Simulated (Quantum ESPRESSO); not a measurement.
# KMgF3 (Pm-3m): zone-centre phonons

Aim: the zone-centre modes of KMgF3 (Pm-3m).

Program: Quantum ESPRESSO 7.5. Level of theory: DFT LDA, scalar-relativistic, plane waves, PseudoDojo norm-conserving pseudopotentials. Results are calculated unless marked as measured.

### Step 1. The starting structure

It takes space group Pm-3m (No. 221, cubic). Conventional cell: a = 3.986 Å, b = 3.986 Å, c = 3.986 Å, α = 90.00°, β = 90.00°, γ = 90.00°. Nearest to K lie 12 F at 2.82 Å. Nearest to Mg lie 6 F at 1.99 Å. Nearest to F lie 2 Mg at 1.99 Å and 4 K at 2.82 Å. Farther neighbours and most contacts between anions are not listed.

### Step 2. A probe with smearing

Before anything dear is run, a loose run with smearing shows whether this is a metal and how far the cell is from rest.

File probe.in:

```
&control
   calculation = 'scf'
   prefix = 'x'
   outdir = './tmp'
   pseudo_dir = './pseudo'
   tprnfor = .true.
   tstress = .true.
   verbosity = 'high'
/
&system
   ibrav = 0
   nat = 5
   ntyp = 3
   ecutwfc = 84.0
   occupations = 'smearing'
   smearing = 'gaussian'
   degauss = 0.01
/
&electrons
   conv_thr = 1.0d-07
   mixing_beta = 0.7
   electron_maxstep = 100
/
ATOMIC_SPECIES
 K      39.0983  K.upf
 Mg     24.3050  Mg.upf
 F      18.9984  F.upf
CELL_PARAMETERS angstrom
     3.985900000    0.000000000    0.000000000
     0.000000000    3.985900000    0.000000000
     0.000000000    0.000000000    3.985900000
ATOMIC_POSITIONS crystal
 K      0.500000000   0.500000000   0.500000000
 Mg     0.000000000   0.000000000   0.000000000
 F      0.500000000   0.000000000   0.000000000
 F      0.000000000   0.500000000   0.000000000
 F      0.000000000   0.000000000   0.500000000
K_POINTS automatic
 4 4 4 0 0 0
```

The run is started by

```
$ OMP_NUM_THREADS=1 mpirun -n 4 pw.x -nk 4 -in probe.in > probe.out
```

Then come: relaxation; self-consistent run for the response; linear response at Γ; modes with the sum rule; the LO-TO splitting (1 0 0). Settings of the main run: cutoff 84 Ry, 6×6×6 k-mesh, fixed occupations, response threshold 1.00e-18, field response on, q point (0, 0, 0).

What does the calculation give for the highest optical zone-centre mode and lowest optical zone-centre mode?

At the LDA level the optical modes of KMgF3 (Pm-3m) at the zone centre (no LO-TO term) run from 155 to 516 cm⁻¹. Along the directions run, the highest mode that the macroscopic field moves lies at 599 cm⁻¹. Lattice motion raises the mean dielectric constant from 2.158 to 6.639.

| Quantity | Value |
| --- | --- |
| volume per atom | 11.9 Å³ |
| gap on the k-mesh | 7.47 eV |
| highest optical zone-centre mode (no LO-TO term) | 516.2 cm⁻¹ |
| lowest optical zone-centre mode | 155.4 cm⁻¹ |
| highest mode moved by the LO-TO term | 598.9 cm⁻¹ |
| mean high-frequency dielectric constant | 2.16 |
| mean static dielectric constant | 6.64 |
| imaginary optical modes at the zone centre (no q mesh in this session) | none |

Of the 12 optical modes, 9 are infrared active alone and 3 are silent. Left out of this account: PBE with PseudoDojo NC, since it is gradient-corrected and no frozen-mode check or second program bears its response out; PBEsol with PseudoDojo NC, since it is gradient-corrected and no frozen-mode check or second program bears its response out. What is said of the levels holds for those shown. These are harmonic frequencies at zero temperature: anharmonic shifts and linewidths and thermal expansion are left out.

[Host names and launcher messages were left out of these logs when they were recorded.]

[Logs are printed without paths, hosts, clocks, repeated set-up lines and the standing remarks that a program may print on its own settings, such as how far it seeks lower states.]

[Hosts, paths, dates, database ids (printed as entryN), source tags and the programs' standing remarks are cut or masked in the printed files.]
